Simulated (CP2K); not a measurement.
Two runs for the O K edge of methylketene. Run A: CP2K XAS_TDP, all-electron GAPW, PBEh(45%), aug-cc-pVDZ, TDA, no relativity. Run B differs in one setting.

First lines with a strength over 0.0015. A:

```tsv
atom	energy (eV)	states	strength, one atom
O4 (bonded to C)	528.13	1	0.0419
	532.15	1	0.0258
	532.67	1	0.0018
	534.76	1	0.0069
	535.31	1	0.0042
```

B:

```tsv
atom	energy (eV)	states	strength, one atom
O4 (bonded to C)	533.80	1	0.0469
	538.35	1	0.0299
	539.29	1	0.0042
	541.47	1	0.0170
	542.25	1	0.0023
```

Question: Which was it: scalar relativity switched on, GW2X switched on, the basis, the functional?

The functional (functional from PBEh(45%) to PBEh(60%); the lines alone don't name the new value). A functional moves all lines by electronvolts and changes their spacings and strengths. Against PBEh(45%) in aug-cc-pVDZ, the leading line moves by +5.67 eV, to 533.80 eV; the strength of O4's goes from 0.0419 to 0.0469. The next line of O4 over the strength cut lies 4.55 eV higher, against 4.02.

[Banner, clock and machine lines of the logs are left out without a mark of their own.]

[Logs are printed without paths, hosts, clocks, repeated set-up lines and the standing remarks that a program may print on its own settings, such as how far it seeks lower states.]

[Hosts, paths, dates, database ids (printed as entryN), source tags and the programs' standing remarks are cut or masked in the printed files.]
